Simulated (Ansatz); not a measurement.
**Pd wire along [111], 13 atoms a period: bands along the axis**

What gap, if any, does the Pd wire along [111], 13 atoms a period have, and how many channels would it open?

Method: DFT PBE, plane waves, PAW; relaxation of a wire's period; PAW set soft_1, in the first sound run; inputs show where later runs differ, in Ansatz 0.2.0.

## 1. The structure

The cell holds 13 atoms: 13 Pd. Cell: a = 12.372 Å, b = 11.625 Å, c = 6.824 Å, α = 90.0°, β = 90.0°, γ = 90.0°. Vacuum lies along a and b. The structure's axis is c.

## 2. Relaxing the period

Band widths follow the bond lengths, so the wire is relaxed first. The atoms and the third cell vector are free; the box across stays fixed as vacuum. A Fermi-Dirac smearing is set since the result may be a metal. The pressure printed is a third of the stress's trace over the whole box, vacuum included; only the stress along the axis is relaxed.

input.yaml

```yaml
crystal:
  lattice:
    - [12.372, 0.0, 0.0]
    - [0.0, 11.625, 0.0]
    - [0.0, 0.0, 6.8242801818]
  atoms:
    - { symbol: Pd, position: [0.387407077, 0.292473118, 0.0] }
    - { symbol: Pd, position: [0.500000058, 0.500021281, 0.0] }
    - { symbol: Pd, position: [0.612593039, 0.292473118, 0.0] }
    - { symbol: Pd, position: [0.72518602, 0.500021281, 0.0] }
    - { symbol: Pd, position: [0.387407077, 0.43083856, 0.333333333] }
    - { symbol: Pd, position: [0.500000058, 0.638386724, 0.333333333] }
    - { symbol: Pd, position: [0.612593039, 0.43083856, 0.333333333] }
    - { symbol: Pd, position: [0.387407077, 0.569204002, 0.666666667] }
    - { symbol: Pd, position: [0.500000058, 0.361655839, 0.666666667] }
    - { symbol: Pd, position: [0.612593039, 0.569204002, 0.666666667] }
    - { symbol: Pd, position: [0.274814096, 0.500021281, 0.0] }
    - { symbol: Pd, position: [0.387407077, 0.707569445, 0.0] }
    - { symbol: Pd, position: [0.612593039, 0.707569445, 0.0] }
kpoints:
  mp_grid: { grid: [1, 1, 12] }
scf:
  occupations: { method: fermi_dirac, width: 0.05 }
hamiltonian:
  xc: pbe
  pseudopotentials: { kind: paw, azcp: { folder: soft_1 } }
relax:
  cell: { fix: [a, b, alpha, beta, gamma] }
  max_steps: 45
  f_tol: 0.03
```

On the command line:

```
ansatz run input.yaml --threads 4 --pin off --max-ram 16384MiB --backend cpu --events-out ev --progress --plain --runs-dir out
```

Numbers of over 12 decimals in the logs are rounded to 6 here.

The program printed:

```text
Engine: ansatz 0.2.0, x86_64-unknown-linux-gnu
Pseudopotentials: kind: paw
Pseudopotential: Pd, paw, valence charge 18, recommended cutoff 420 eV (normal), soft_1/Pd.paw.azcp
Functional definition: PBE
  parameter kappa = 0.804
  parameter beta = 0.066725
  exchange = pbe_x(kappa = kappa, mu = beta*pi^2/3)
  correlation = pbe_c(beta = beta)
Crystal: 13 atoms, lattice volume = 981.499 Å³
Basis set: ecut = 420 eV, 19229 PW (Γ), exchange–correlation on 180×160×96 points (8 copies of the dense FFT grid, shifted against one another)
Bands: 141, of which v1, the nominal top of the filled ones, is band 117 counted from 1 (116 counted from 0)
Symmetry: 4 space group operations
Space group: P2/m (ITA 10), of the structure as read, at distance tolerance 9.9e-5 Å
k-points: 7 of 12
Non-local potential: Pd, projectors of the file, l = 0: 2, l = 1: 2, l = 2: 2, l = 3: 1
PAW form: soft (Blöchl's): semilocal exchange-correlation on the pseudo side does not see the compensation charge
PAW one-centre angular grid: Pd, 590 points (default); XC on 64 Gauss nodes
Initial density: superposition of atomic densities (neutral atoms: chi_scale 0, normalization atom)
Initial wavefunctions: pseudopotential atomic-orbital guess
Functional: x = pbe(κ = 0.804, μ = 0.219515), c = pbe(β = 0.066725)
SCF iter   1: F=—  HF=-90643.763282 eV  |F-HF|=—  |Δ(HF+E_count)|=         —  Δρ=6.95e-2  dr2=6.11e1  ethr=3.10e-3  ⟨swp⟩=6.3  Hψ=3593  notcnv=0  defer=33
preconditioner: auto → LDOS  [metal: Δε(μ)=0.002 eV  Ē_g=4.125 eV  σ=0.050 eV  W_gap=0.01  n_scr=166 (ndim 8)  ℏωp=13.5 eV  f_vac=0.685  D(μ)=31.51/eV (n_scr^D=244)  β→1.0]
SCF iter   2: F=—  HF=-90647.469842 eV  |F-HF|=—  |Δ(HF+E_count)|=    3.71e0  Δρ=8.06e-2  dr2=6.03e1  ethr=3.10e-3  ⟨swp⟩=4.0  Hψ=2686  notcnv=0  defer=63
SCF iter   3: F=—  HF=-90632.705319 eV  |F-HF|=—  |Δ(HF+E_count)|=    1.48e1  Δρ=1.72e-2  dr2=2.31e0  ethr=3.10e-3  ⟨swp⟩=3.0  Hψ=2500  notcnv=0  defer=106
SCF iter   4: F=—  HF=-90632.517793 eV  |F-HF|=—  |Δ(HF+E_count)|=   1.88e-1  Δρ=6.39e-3  dr2=8.64e-1  ethr=9.88e-4  ⟨swp⟩=2.3  Hψ=1660  notcnv=0  defer=104
SCF iter   5: F=—  HF=-90632.471302 eV  |F-HF|=—  |Δ(HF+E_count)|=   4.65e-2  Δρ=2.15e-3  dr2=8.71e-2  ethr=3.69e-4  ⟨swp⟩=2.0  Hψ=942  notcnv=0  defer=104
SCF iter   6: F=—  HF=-90632.473926 eV  |F-HF|=—  |Δ(HF+E_count)|=   2.62e-3  Δρ=1.40e-3  dr2=4.62e-2  ethr=3.72e-5  ⟨swp⟩=2.0  Hψ=1071  notcnv=0  defer=104
SCF iter   7: F=—  HF=-90632.473606 eV  |F-HF|=—  |Δ(HF+E_count)|=   3.20e-4  Δρ=4.96e-4  dr2=4.98e-3  ethr=1.98e-5  ⟨swp⟩=1.0  Hψ=883  notcnv=0  defer=104
SCF iter   8: F=—  HF=-90632.473991 eV  |F-HF|=—  |Δ(HF+E_count)|=   3.85e-4  Δρ=1.48e-4  dr2=4.10e-4  ethr=2.13e-6  ⟨swp⟩=2.0  Hψ=1088  notcnv=0  defer=104
SCF iter   9: F=—  HF=-90632.474076 eV  |F-HF|=—  |Δ(HF+E_count)|=   8.56e-5  Δρ=7.70e-5  dr2=9.68e-5  ethr=1.75e-7  ⟨swp⟩=2.0  Hψ=1223  notcnv=0  defer=104
SCF iter  10: F=—  HF=-90632.474585 eV  |F-HF|=—  |Δ(HF+E_count)|=   5.09e-4  Δρ=3.79e-5  dr2=2.98e-5  ethr=4.14e-8  ⟨swp⟩=2.1  Hψ=1186  notcnv=0  defer=104
SCF iter  11: F=—  HF=-90632.474586 eV  |F-HF|=—  |Δ(HF+E_count)|=   8.94e-7  Δρ=1.89e-5  dr2=6.00e-6  ethr=1.28e-8  ⟨swp⟩=1.3  Hψ=885  notcnv=0  defer=104
SCF iter  12: F=—  HF=-90632.474587 eV  |F-HF|=—  |Δ(HF+E_count)|=   9.37e-7  Δρ=8.82e-6  dr2=1.37e-6  ethr=2.56e-9  ⟨swp⟩=1.9  Hψ=955  notcnv=0  defer=104
SCF iter  13: F=—  HF=-90632.474587 eV  |F-HF|=—  |Δ(HF+E_count)|=   1.81e-7  Δρ=2.52e-6  dr2=1.16e-7  ethr=5.85e-10  ⟨swp⟩=1.7  Hψ=896  notcnv=0  defer=104
SCF iter  14: F=-90632.474587 eV  HF=-90632.474588 eV  |F-HF|=9.85e-9  |Δ(HF+E_count)|=   2.03e-8  Δρ=9.68e-7  dr2=1.86e-8  ethr=4.27e-11  ⟨swp⟩=4.0  Hψ=3150  notcnv=0
SCF 1 converged in 14 iterations: F = -90632.474587 eV  dr2 = 1.86e-8
  greatest PAW one-centre occupation: 0.999 electrons in one spin orbital (limit 2), on the Pd atom at site 12 (counted from 0), in its partial waves of l = 0
relax step   1: F+E_penalty+E_count = -90632.47458749 eV  Δ(F+E_penalty+E_count) = +0.000e0 eV  max|allowed force component| = 9.646e-1 eV/Å  Δτ_max = 0.0000 Å  P = -1.992 GPa  Ω = 981.499 Å³  fix = [a, b, alpha, beta, gamma]  reactions: a -1.611, b -1.637 GPa; alpha -0.001 GPa/rad  (14 SCF iters, dr2 threshold 1.00e-7 eV, accepted)
Crystal: 13 atoms, lattice volume = 936.119 Å³
Basis set: ecut = 420 eV, 18295 PW (Γ), exchange–correlation on 180×160×96 points (8 copies of the dense FFT grid, shifted against one another)
Initial density: handed on by an earlier stage of this run
Initial wavefunctions: those handed on with the density
iter 1 solved again at ethr=1.25e-3 eV; its pass at ethr=3.10e-3 eV (dr2=2.92e0 eV) is discarded
SCF iter   1: F=—  HF=-90633.334191 eV  |F-HF|=—  |Δ(HF+E_count)|=         —  Δρ=1.42e-2  dr2=2.95e0  ethr=1.25e-3  ⟨swp⟩=3.4  Hψ=5068  notcnv=0
preconditioner: auto → LDOS  [metal: Δε(μ)=0.012 eV  Ē_g=5.186 eV  σ=0.050 eV  W_gap=0.06  n_scr=160 (ndim 8)  ℏωp=13.8 eV  f_vac=0.687  D(μ)=47.28/eV (n_scr^D=438)  β→1.0]
SCF iter   2: F=—  HF=-90633.104134 eV  |F-HF|=—  |Δ(HF+E_count)|=   2.30e-1  Δρ=7.78e-3  dr2=1.19e0  ethr=1.25e-3  ⟨swp⟩=3.7  Hψ=1752  notcnv=0
SCF iter   3: F=—  HF=-90632.959032 eV  |F-HF|=—  |Δ(HF+E_count)|=   1.45e-1  Δρ=3.57e-3  dr2=2.50e-1  ethr=5.08e-4  ⟨swp⟩=2.9  Hψ=1712  notcnv=0  defer=39
SCF iter   4: F=—  HF=-90632.936847 eV  |F-HF|=—  |Δ(HF+E_count)|=   2.22e-2  Δρ=2.13e-3  dr2=9.91e-2  ethr=1.07e-4  ⟨swp⟩=2.0  Hψ=1563  notcnv=0  defer=92
SCF iter   5: F=—  HF=-90632.931448 eV  |F-HF|=—  |Δ(HF+E_count)|=   5.40e-3  Δρ=8.77e-4  dr2=1.40e-2  ethr=4.23e-5  ⟨swp⟩=2.3  Hψ=1114  notcnv=0  defer=92
SCF iter   6: F=—  HF=-90632.932075 eV  |F-HF|=—  |Δ(HF+E_count)|=   6.27e-4  Δρ=2.35e-4  dr2=1.22e-3  ethr=5.96e-6  ⟨swp⟩=2.0  Hψ=1267  notcnv=0  defer=92
SCF iter   7: F=—  HF=-90632.932232 eV  |F-HF|=—  |Δ(HF+E_count)|=   1.57e-4  Δρ=1.10e-4  dr2=3.16e-4  ethr=5.23e-7  ⟨swp⟩=2.0  Hψ=1108  notcnv=0  defer=92
SCF iter   8: F=—  HF=-90632.932250 eV  |F-HF|=—  |Δ(HF+E_count)|=   1.79e-5  Δρ=3.59e-5  dr2=4.37e-5  ethr=1.35e-7  ⟨swp⟩=1.3  Hψ=900  notcnv=0  defer=92
SCF iter   9: F=—  HF=-90632.932249 eV  |F-HF|=—  |Δ(HF+E_count)|=   1.03e-6  Δρ=1.18e-5  dr2=2.18e-6  ethr=1.87e-8  ⟨swp⟩=2.0  Hψ=1359  notcnv=0  defer=92
SCF iter  10: F=-90632.932249 eV  HF=-90632.932249 eV  |F-HF|=1.07e-7  |Δ(HF+E_count)|=   2.88e-7  Δρ=5.97e-6  dr2=3.32e-7  ethr=5.56e-10  ⟨swp⟩=4.9  Hψ=3270  notcnv=0
SCF 2 converged in 10 iterations: F = -90632.932249 eV  dr2 = 3.32e-7
  greatest PAW one-centre occupation: 1.000 electrons in one spin orbital (limit 2), on the Pd atom at site 12 (counted from 0), in its partial waves of l = 0
[...]
SCF iter   7: F=—  HF=-90633.322893 eV  |F-HF|=—  |Δ(HF+E_count)|=   2.67e-4  Δρ=4.29e-5  dr2=2.43e-5  ethr=2.10e-7  ⟨swp⟩=1.6  Hψ=1164  notcnv=0  defer=91
SCF iter   8: F=—  HF=-90633.322899 eV  |F-HF|=—  |Δ(HF+E_count)|=   6.59e-6  Δρ=1.55e-5  dr2=8.19e-6  ethr=1.04e-8  ⟨swp⟩=2.1  Hψ=1276  notcnv=0  defer=91
SCF iter   9: F=-90633.322899 eV  HF=-90633.322899 eV  |F-HF|=2.84e-7  |Δ(HF+E_count)|=   8.02e-8  Δρ=6.47e-6  dr2=4.88e-7  ethr=5.56e-10  ⟨swp⟩=3.6  Hψ=3526  notcnv=0
SCF 3 converged in 9 iterations: F = -90633.322899 eV  dr2 = 4.88e-7
relax step   3: F+E_penalty+E_count = -90633.32289899 eV  Δ(F+E_penalty+E_count) = -3.907e-1 eV  max|allowed force component| = 1.113e-1 eV/Å  Δτ_max = 0.1061 Å  P = -0.332 GPa  Ω = 936.539 Å³  energy of the carried Pulay correction = +3.300e-3 eV  fix = [a, b, alpha, beta, gamma]  reactions: a -0.104, b -0.111 GPa; alpha -0.003 GPa/rad  (9 SCF iters, dr2 threshold 1.30e-6 eV, accepted)
[...]
relax step   4: F+E_penalty+E_count = -90633.37885833 eV  Δ(F+E_penalty+E_count) = -5.596e-2 eV  max|allowed force component| = 2.620e-2 eV/Å  Δτ_max = 0.0210 Å  P = +0.011 GPa  Ω = 918.119 Å³  energy of the carried Pulay correction = +4.697e-3 eV  fix = [a, b, alpha, beta, gamma]  reactions: a +0.072, b +0.071 GPa; alpha -0.004 GPa/rad  (8 SCF iters, dr2 threshold 1.30e-6 eV, accepted)
[...]
relax step   5: F+E_penalty+E_count = -90633.38129608 eV  Δ(F+E_penalty+E_count) = -2.438e-3 eV  max|allowed force component| = 1.412e-2 eV/Å  Δτ_max = 0.0063 Å  P = +0.047 GPa  Ω = 913.822 Å³  energy of the carried Pulay correction = +5.027e-3 eV  fix = [a, b, alpha, beta, gamma]  reactions: a +0.060, b +0.060 GPa; alpha -0.003 GPa/rad  (9 SCF iters, dr2 threshold 2.96e-8 eV, accepted)
Basis set: ecut = 420 eV, 17891 PW (Γ), exchange–correlation on 180×160×90 points (8 copies of the dense FFT grid, shifted against one another)
Initial wavefunctions: pseudopotential atomic-orbital guess (no wavefunctions were taken with the density)
iter 1 solved again at ethr=4.14e-7 eV; its pass at ethr=3.10e-3 eV (dr2=9.69e-4 eV) is discarded
SCF iter   1: F=—  HF=-90633.372472 eV  |F-HF|=—  |Δ(HF+E_count)|=         —  Δρ=1.25e-4  dr2=2.58e-5  ethr=4.14e-7  ⟨swp⟩=4.0  Hψ=6983  notcnv=0
preconditioner: auto → LDOS  [metal: Δε(μ)=0.035 eV  Ē_g=5.279 eV  σ=0.050 eV  W_gap=0.17  n_scr=160 (ndim 8)  ℏωp=14.0 eV  f_vac=0.672  D(μ)=40.57/eV (n_scr^D=348)  β→1.0]
SCF iter   2: F=—  HF=-90633.372718 eV  |F-HF|=—  |Δ(HF+E_count)|=   2.47e-4  Δρ=5.51e-5  dr2=1.86e-5  ethr=1.10e-8  ⟨swp⟩=2.0  Hψ=1822  notcnv=0
SCF iter   3: F=—  HF=-90633.372864 eV  |F-HF|=—  |Δ(HF+E_count)|=   1.45e-4  Δρ=1.59e-5  dr2=1.85e-6  ethr=7.96e-9  ⟨swp⟩=2.0  Hψ=1721  notcnv=0
SCF iter   4: F=—  HF=-90633.372863 eV  |F-HF|=—  |Δ(HF+E_count)|=   2.29e-7  Δρ=3.45e-6  dr2=1.41e-7  ethr=7.91e-10  ⟨swp⟩=2.0  Hψ=1719  notcnv=0
SCF iter   5: F=—  HF=-90633.372863 eV  |F-HF|=—  |Δ(HF+E_count)|=   1.87e-8  Δρ=1.23e-6  dr2=1.56e-8  ethr=6.04e-11  ⟨swp⟩=2.6  Hψ=1457  notcnv=0
SCF iter   6: F=—  HF=-90633.372863 eV  |F-HF|=—  |Δ(HF+E_count)|=   5.25e-9  Δρ=6.13e-7  dr2=7.37e-9  ethr=6.68e-12  ⟨swp⟩=2.1  Hψ=1318  notcnv=0
SCF iter   7: F=—  HF=-90633.372863 eV  |F-HF|=—  |Δ(HF+E_count)|=  1.89e-10  Δρ=3.80e-7  dr2=2.80e-9  ethr=3.15e-12  ⟨swp⟩=1.6  Hψ=1190  notcnv=0
SCF iter   8: F=—  HF=-90633.372863 eV  |F-HF|=—  |Δ(HF+E_count)|=  1.31e-10  Δρ=1.35e-7  dr2=4.40e-10  ethr=1.20e-12  ⟨swp⟩=1.9  Hψ=1202  notcnv=0
SCF iter   9: F=-90633.372863 eV  HF=-90633.372863 eV  |F-HF|=1.75e-10  |Δ(HF+E_count)|=  5.82e-11  Δρ=3.80e-8  dr2=1.87e-11  ethr=1.00e-12  ⟨swp⟩=4.0  Hψ=3091  notcnv=0
SCF 6 converged in 9 iterations: F = -90633.372863 eV  dr2 = 1.87e-11
relax step   6: F+E_penalty+E_count = -90633.37286346 eV  Δ(F+E_penalty+E_count) = +8.433e-3 eV  max|allowed force component| = 1.501e-2 eV/Å  Δτ_max = 0.0000 Å  P = +0.055 GPa  Ω = 913.822 Å³  fix = [a, b, alpha, beta, gamma]  reactions: a +0.067, b +0.066 GPa; alpha -0.003 GPa/rad  stress off target by 3.30e-2 GPa on what of the cell is left free  SCF on the basis re-selected at this cell (its energy is not comparable with the rows above)  (9 SCF iters)
basis re-selected at this cell: Δ(F+E_penalty+E_count) = +8.433e-3 eV, ΔP = +0.008 GPa vs the last step (what re-selecting the basis moved, of the pressure what is left beyond the Pulay correction that the steps carried, after the strain that the cell walked since its last selection, with what the two solves' SCF thresholds leave and, on support functions, any second-order correction that the steps lacked; it is no measure of the basis error at this ecutwfc). The dense FFT grid was sized anew with the basis: this SCF ran on 90×80×45 points, the steps before it on 90×80×48, so part of this shift can come from that change (see relax.cell in the input reference). [rest of the remark cut]
SCF converged after 9 iterations
Free energy (F): -90633.372863 eV
Harris-Foulkes:  -90633.372863 eV  (|F-HF|=1.75e-10)
Internal energy: -90633.044132 eV  (E = F + TS)
E sigma→0 (E₀):  -90633.208498 eV
Entropy (-TS):   -0.328731 eV (-25.287 meV/atom)
Fermi energy:    0.306427 eV
--- Per-component energies (eV) ---
  E_band       = -6176.044023
  E_kinetic    = 5844.627520
  E_local      = -129666.105797  (includes V_loc(G=0)·N_el)
  E_nonlocal   = 4834.999768
  E_hartree    = 60318.313100
  E_xc         = -1782.538370
  E_vxc        = -2250.842050  (∫ρ·V_xc dr)
  E_paw        = -49558.124737  (= ΣΔE_a)
  E_vpaw       = -5575.351640  (= ΣTr[D̂ρ^β])
  E_aug_tail   = 0.002977  (compensation charges beyond the density's cutoff)
  E_ewald      = 19375.781406
  E_smearing   = -0.328731  (= −TS)
  E_closure    = 0.000000  (closes the sum)
  Σ components = -90633.372863   (vs F -90633.372863, Δ=0.00e0)
--- Forces (eV/Å), atoms counted from 1 ---
  atom   1  Pd    -0.00843565    -0.01001020    -0.00041820
  atom   2  Pd     0.00000000     0.00000000     0.00000000
  atom   3  Pd     0.00843565    -0.01001020    -0.00041820
  atom   4  Pd     0.01501252     0.00000000     0.00000000
  atom   5  Pd    -0.01173058    -0.00640180     0.00229585
  atom   6  Pd    -0.00000000     0.01318983     0.00288988
  atom   7  Pd     0.01173058    -0.00640180     0.00229585
  atom   8  Pd    -0.01173058     0.00640180    -0.00229585
  atom   9  Pd     0.00000000    -0.01318983    -0.00288988
  atom  10  Pd     0.01173058     0.00640180    -0.00229585
  atom  11  Pd    -0.01501252     0.00000000    -0.00000000
  atom  12  Pd    -0.00843565     0.01001020     0.00041820
  atom  13  Pd     0.00843565     0.01001020     0.00041820
  max |Σ_I F_I| component: 0.00e0 eV/Å
--- Stress (GPa, compression-positive) ---
        0.066818       0.000000       0.000000
        0.000000       0.066481       0.003211
        0.000000       0.003211       0.033035
  P = ⅓ Tr σ = 0.0554 GPa (0.554 kbar)
--- Relaxed structure (5 steps of the walk, 5 accepted, 1 SCFs on fresh bases) ---
  F+E_penalty+E_count = -90633.37286346 eV   max|allowed force component| = 1.501e-2 eV/Å   (the final SCF, on the basis selected at the relaxed cell)
  cell:  # Å, volume = 913.8218 Å³
    - [12.372, 0, 0]
    - [0, 11.625, 0]
    - [0, 0, 6.353728]
  atoms:
    - { symbol: Pd, position: [0.390541, 0.298992, -0.000440538] }
    - { symbol: Pd, position: [0.500000, 0.500021, 0] }
    - { symbol: Pd, position: [0.609459, 0.298992, -0.000440538] }
    - { symbol: Pd, position: [0.718811, 0.500021, 0] }
    - { symbol: Pd, position: [0.386677, 0.430543, 0.338713] }
    - { symbol: Pd, position: [0.500000, 0.638989, 0.339155] }
    - { symbol: Pd, position: [0.613323, 0.430543, 0.338713] }
    - { symbol: Pd, position: [0.386677, 0.569499, 0.661287] }
    - { symbol: Pd, position: [0.500000, 0.361054, 0.660845] }
    - { symbol: Pd, position: [0.613323, 0.569499, 0.661287] }
    - { symbol: Pd, position: [0.281189, 0.500021, 0] }
    - { symbol: Pd, position: [0.390541, 0.701050, 0.000440538] }
    - { symbol: Pd, position: [0.609459, 0.701050, 0.000440538] }
```

Run time: 62 s. Hardware: 4 threads of Intel Xeon Platinum 8488C (Sapphire Rapids), shared host; peak memory 2.7 GiB; 4 min of CPU time.

(Part 1 of 2 ends here.)

[Logs are printed without paths, hosts, clocks, repeated set-up lines and the standing remarks that a program may print on its own settings, such as how far it seeks lower states.]

[Hosts, paths, dates, database ids (printed as entryN), source tags and the programs' standing remarks are cut or masked in the printed files.]
